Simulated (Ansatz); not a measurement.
# What Sn2TeO (built on the sites of a database entry of SnO) distorts into, part 3 of 3

Wanted: the energy along a soft mode of Sn2TeO (built on the sites of a database entry of SnO) and the structure at the end.

Ansatz 0.2.0; DFT PBEsol, scalar-relativistic, plane waves, PAW.

So far. Step 4 (The mode frozen in, largest atomic shift 0.6 Å): The run ends at a pressure of 1.23 GPa, with forces up to 1.5 eV/Å. Step 5 (Energy along the mode, all amplitudes (two of the runs …): The lowest of the steps tried is the last one, at 0.6 Å, 119 meV/atom below the parent; the bottom of the well need not coincide with a step.

The structure was built from a prototype and need not be the compound's stable phase.

### 7. The new phase in its own primitive cell

The relaxed structure is symmetrised, reduced to its primitive cell and relaxed tightly, as its phonons need.

File input.yaml:

```yaml
crystal:
  lattice:
    - [-3.1008750656, 3.1008750656, 6.5905778129]
    - [3.1008750656, -3.1008750656, 6.5905778129]
    - [3.1008750656, 3.1008750656, -6.5905778129]
  atoms:
    - { symbol: Sn, position: [0.6773174336, 0.1262437314, 0.0] }
    - { symbol: Sn, position: [0.1262437314, 0.6773174336, 0.0] }
    - { symbol: Sn, position: [0.3226825664, 0.3226825664, 0.4489262978] }
    - { symbol: Sn, position: [0.8737562686, 0.8737562686, 0.5510737022] }
    - { symbol: O, position: [0.1158648258, 0.1158648258, 0.0] }
    - { symbol: O, position: [0.8841351742, 0.8841351742, 0.0] }
    - { symbol: Te, position: [0.75, 0.25, 0.5] }
    - { symbol: Te, position: [0.25, 0.75, 0.5] }
kpoints:
  mp_grid: { grid: [8, 8, 8] }
hamiltonian:
  xc: pbesol
scf:
  occupations: { method: methfessel_paxton, width: 0.2 }
output:
  forces: true
  stress: true
  eigenvalues: true
relax:
  adjacent_minimum: "off"
  f_tol: 0.001
  max_steps: 60
  cell: { stress_tol: 0.01 }
```

Run with:

```console
$ ansatz run input.yaml --threads 4 --pin off --max-ram 14336MiB --backend cpu --events-out ev --progress --plain --runs-dir out
```

Numbers of over 12 decimals in the logs are rounded to 6 here.

Log:

```text
[...]
Crystal: 8 atoms, lattice volume = 253.485 Å³
Basis set: ecut = 420 eV, 4967 PW (Γ), exchange–correlation on 108×108×108 points (8 copies of the dense FFT grid, shifted against one another)
Bands: 60, of which v1, the nominal top of the filled ones, is band 50 counted from 1 (49 counted from 0)
Symmetry: 8 space group operations
[...]
atoms:
    - { symbol: Sn, position: [0.672810, 0.126694, 0.0] }
    - { symbol: Sn, position: [0.126694, 0.672810, 0.0] }
    - { symbol: Sn, position: [0.327190, 0.327190, 0.453884] }
    - { symbol: Sn, position: [0.873306, 0.873306, 0.546116] }
    - { symbol: O, position: [0.112408, 0.112408, 0] }
    - { symbol: O, position: [0.887592, 0.887592, -1.0416123893349102e-18] }
    - { symbol: Te, position: [0.75, 0.250000, 0.5] }
    - { symbol: Te, position: [0.250000, 0.75, 0.5] }
[key lines of the parts left out:]
SCF converged after 8 iterations
Free energy (F): -38722.545542 eV
Fermi energy:    5.806548 eV
P = ⅓ Tr σ = -0.0008 GPa (-0.008 kbar)
```

Wall time 6.8 min (4 threads of Arm Neoverse V1, shared host); peak memory 1 GiB; 27 min of CPU time.

Relaxation path:

```tsv
step	energy less that of the first step (eV)	largest force component (eV/Å)	pressure (GPa)	volume (Å³)
1	0.0000	0.0008	0.01	253.48
2	0.0001	0.0041	0.00	253.59
3	0.0002	0.0059	-0.01	253.73
4	0.0004	0.0060	-0.02	253.97
5	0.0006	0.0042	0.01	254.15
6	0.0005	0.0003	0.00	254.01
7*	-0.0004	0.0003	0.00	254.01
8	0.0000	0.0009	0.00	254.34
9	0.0001	0.0003	0.00	254.45
10*	-0.0005	0.0004	0.00	254.45
11	-0.0001	0.0009	0.00	254.89
12*	-0.0006	0.0009	0.00	254.89
13	-0.0003	0.0003	0.00	255.13
14*	-0.0007	0.0003	0.00	255.13
```

Relaxation steps marked * repeat the geometry before them on a plane-wave basis chosen anew for their cell, so energy and pressure can jump there.

The run keeps the 8 symmetry operations that it works with, so distortions that break them were not tested.

```tsv
conventional cell, symmetrised	before	after	change
a (Å)	6.202	6.149	-0.9 %
b (Å)	6.202	6.149	-0.9 %
c (Å)	13.181	13.497	+2.4 %
volume (Å³/atom)	31.69	31.89	+0.6 %
```

The atoms that moved most (Å, as changes of fractional coordinates times the final cell):

```tsv
atom	dx	dy	dz	length
O5	0.000	0.000	-0.047	0.047
O6	0.000	0.000	0.047	0.047
Sn4	-0.015	-0.015	0.027	0.035
Sn1	0.015	-0.015	-0.027	0.035
Sn2	-0.015	0.015	-0.027	0.035
Sn3	0.015	0.015	0.027	0.035
```

This step gave:

- pressure: -8.28e-4 GPa
- volume per atom: 31.89 Å³

The largest force component left is 0.31 meV/Å and the pressure is -0.001 GPa, within the tolerances set. The cell now holds 31.89 Å³/atom.

### 8. Modes of the new phase, k-mesh 8×8×8

A relaxed structure may still be a saddle point, so its zone-centre modes are computed. No field response is asked, since the mesh shows no gap.

File input.yaml:

```yaml
crystal:
  lattice:
    - [-3.0742947479, 3.0742947479, 6.7486096872]
    - [3.0742947479, -3.0742947479, 6.7486096872]
    - [3.0742947479, 3.0742947479, -6.7486096872]
  atoms:
    - { symbol: Sn, position: [0.6728102972, 0.1266941055, 0.0] }
    - { symbol: Sn, position: [0.1266941055, 0.6728102972, 0.0] }
    - { symbol: Sn, position: [0.3271897028, 0.3271897028, 0.4538838084] }
    - { symbol: Sn, position: [0.8733058945, 0.8733058945, 0.5461161916] }
    - { symbol: O, position: [0.1124083015, 0.1124083015, 0.0] }
    - { symbol: O, position: [0.8875916985, 0.8875916985, 0.0] }
    - { symbol: Te, position: [0.75, 0.25, 0.5] }
    - { symbol: Te, position: [0.25, 0.75, 0.5] }
kpoints:
  mp_grid: { grid: [8, 8, 8] }
hamiltonian:
  xc: pbesol
scf:
  occupations: { method: methfessel_paxton, width: 0.2 }
output:
  eigenvalues: true
phonons:
  method: dfpt
```

Log:

```text
[...]
Crystal: 8 atoms, lattice volume = 255.132 Å³
Basis set: ecut = 420 eV, 5015 PW (Γ), exchange–correlation on 108×108×108 points (8 copies of the dense FFT grid, shifted against one another)
Bands: 60, of which v1, the nominal top of the filled ones, is band 50 counted from 1 (49 counted from 0)
Symmetry: 8 space group operations
k-points: 260 of 512 (irreducible under 1 space group operation, time reversal used)
[...]
SCF iter   1: F=—  HF=-38722.575263 eV  |F-HF|=—  |Δ(HF+E_count)|=         —  Δρ=6.24e-3  dr2=1.41e-1  ethr=1.77e-3  ⟨swp⟩=7.1  Hψ=66049  notcnv=0
[...]
SCF iter  15: F=-38722.545542 eV  HF=-38722.545542 eV  |F-HF|=7.28e-12  |Δ(HF+E_count)|=    0.00e0  S|Δr|=    0.00e0  Δρ=2.21e-8  dr2=2.19e-12  ethr=1.00e-12  ⟨swp⟩=6.0  Hψ=69716  notcnv=0
SCF 1 converged in 15 iterations: F = -38722.545542 eV  dr2 = 2.19e-12
[...]
DFPT response loops at Γ: preconditioner auto → Kerker (q_TF=auto, 2.334 Å⁻¹) (partly filled bands, converged f_vac=0.109); β = 1.00, the filter's whole step (`scf.mixing.beta` (0.50) is not read by the response loops under this deck's `scf.mixing.preconditioner`; to damp them name `kerker` or `kerker_dos`, under which they read `scf.mixing.beta`, and type it under 1.00, their step now; both keys bind the ground state too); Broyden in place of MSR1
SCF converged after 15 iterations
[...]
Free energy (F): -38722.545542 eV
[...]
Internal energy: -38722.546780 eV  (E = F + TS)
E sigma→0 (E₀):  -38722.545852 eV
Entropy (-TS):   0.001238 eV (0.155 meV/atom)
Fermi energy:    5.806549 eV
[...]
--- Band table (eV; the first three rows and the last of 260) ---
  k-point 0: bands = [... 46 lower, 4.0151, 5.1615, 5.1615, 5.7994, 7.5956, 7.9073, 8.0679, 8.3019, ... 6 higher]
  k-point 1: bands = [... 46 lower, 4.1380, 4.8686, 5.0852, 5.7504, 7.6075, 7.8126, 8.0569, 8.3544, ... 6 higher]
  k-point 2: bands = [... 46 lower, 4.4198, 4.5423, 4.8965, 5.4056, 7.4000, 7.5511, 8.1997, 8.2555, ... 6 higher]
  k-point 259: bands = [... 46 lower, 4.2904, 4.8529, 4.8529, 5.0824, 5.5737, 7.2175, 7.5344, 8.4241, ... 6 higher]
--- Phonons (Γ-DFPT): 6 representative perturbations + reference, on 260 of 512 k-points (Σ response iterations 24) ---
  k mesh reduced under 1 symmetry operation, with k and −k counted as one. Each operation leaves every solved perturbation unchanged. A smaller set is not used because it would not reduce the number of displacements times k-points to solve
  ASR residual: 2.631e-5 → 0.000e0 eV/Å²; symmetrization residual: 6.112e-6 eV/Å²
  ASR residual per site (eV/Å²): 2.63e-5 2.63e-5 2.63e-5 2.63e-5 2.27e-5 2.27e-5 1.65e-5 1.65e-5
  Γ frequencies (cm⁻¹): -58.46 -35.03 -35.03 0.00 0.00 0.00 27.13 44.18 44.18 88.31 88.31 105.36 108.21 120.57 120.57 126.45 126.45 135.33 148.27 159.15 226.55 228.18 709.05 709.05
  non-analytic LO–TO correction: not included (Born effective charges unavailable; polar crystals: no LO–TO splitting at Γ)
```

Wall time 26 min (4 threads); peak memory 9.7 GiB; 1.7 h of CPU time.

Numbers from this step:

```yaml
sum_rule_residual_before_enforcement: 2.63e-5 eV/Å²
highest_optical_mode_at_the_zone_centre_no_lo_to_term: 709.0 cm⁻¹
lowest_optical_zone_centre_mode: -58.46 cm⁻¹
```

Patterns of degenerate modes are one choice out of their space. The modes at Γ (shares of kinetic energy by element, %) (negative means imaginary):

```tsv
mode	frequency (cm⁻¹)	symmetry	Sn %	O %	Te %
1	-58.5	B2	25	75	0
2	-35.0	E	34	38	28
3	-35.0	E	34	38	28
4	0.0	acoustic	62	4	33
5	0.0	acoustic	62	4	33
6	0.0	acoustic	62	4	33
7	27.1	B1	60	0	40
8	44.2	E	81	7	12
9	44.2	E	81	7	12
10	88.3	E	44	49	7
11	88.3	E	44	49	7
12	105.4	A2	100	0	0
13	108.2	A1	94	6	0
14	120.6	E	31	7	62
15	120.6	E	31	7	62
16	126.5	E	42	1	57
17	126.5	E	42	1	57
18	135.3	B1	40	0	60
19	148.3	B2	31	3	66
20	159.2	A1	40	60	0
21	226.6	A1	66	34	0
22	228.2	B2	82	17	0
23	709.0	E	6	94	0
24	709.0	E	6	94	0
```

Displacements in mode 1 (-58.5 cm⁻¹), the largest set to 1:
```
Sn1  0.09 -0.09 -0.07
Sn2 -0.09  0.09 -0.07
Sn3 -0.09 -0.09 -0.07
Sn4  0.09  0.09 -0.07
O5   0.00  0.00  1.00
O6   0.00  0.00  1.00
Te7  0.00  0.00  0.00
Te8  0.00  0.00  0.00
```

Displacements in mode 11 (88.3 cm⁻¹), the largest set to 1:
```
Sn1  0.04 -0.04  0.34
Sn2  0.04 -0.04 -0.34
Sn3 -0.05  0.05  0.00
Sn4 -0.05  0.05  0.00
O5  -1.00  1.00  0.00
O6   0.09 -0.10  0.00
Te7  0.00 -0.13  0.00
Te8  0.13  0.01  0.00
```

Before it was imposed, the acoustic sum rule was missed by 2.6e-5 eV/Å². Small misses are needed for a sound result but don't prove that mesh and cutoff are converged. The lowest optical mode is imaginary, 58.5i cm⁻¹, so the energy falls along it.

### 9. Summary of results

```
unstable mode of the parent                                                      : q = (-0.5, -0.5, -0.5), 219i cm⁻¹
depth at the lowest point sampled                                                : 119 meV/atom
largest atomic shift at that point                                               : 0.6 Å
space group reached (within 0.01 Å)                                              : I-42m
energy gained over the parent (first relaxation, on the mesh of the frozen mode) : 475 meV/atom
volume per atom, phase reached                                                   : 31.9 Å³
lowest optical zone-centre mode, phase reached                                   : -58.5 cm⁻¹
highest optical mode at the zone centre (no LO-TO term), phase reached           : 709 cm⁻¹
```

**Reading.** Along this mode the structure falls into I-42m, 475 meV/atom below the parent. At the parent's cell the well is 119.5 meV/atom deep on the steps tried, with its lowest point at a shift of 0.6 Å. That is the last step tried, so the steps alone don't bracket the bottom of the well. Relaxing atoms and cell changes the gain by +355.29 meV/atom against the lowest step (energies at zero smearing). Most of the total comes from this relaxation. The new phase still has an imaginary mode at the zone centre of its cell, so it is a saddle point on the way to a lower structure. Of the 2 patterns followed to their end from this parent, this one ends 64.1 meV/atom above the lowest, P4/mbm. Each path keeps the symmetry of its pattern, so a lower phase may lie along a pattern not tried. The q mesh stands for a supercell only 9.0 Å across, so branches between the solved wavevectors are rough. With no gap, or one that is small against the smearing, the frequencies hang on the k mesh and the smearing, most of all near Kohn anomalies. A semilocal functional can close a gap that the real compound would have, so the metallic treatment may be an artefact of the level. Spin-orbit coupling is left out, which can matter for the heavy elements here. The starting cell was built on a prototype and not taken from a measurement, so the phase need not exist.

[Logs are printed without paths, hosts, clocks, repeated set-up lines and the standing remarks that a program may print on its own settings, such as how far it seeks lower states.]

[Hosts, paths, dates, database ids (printed as entryN), source tags and the programs' standing remarks are cut or masked in the printed files.]
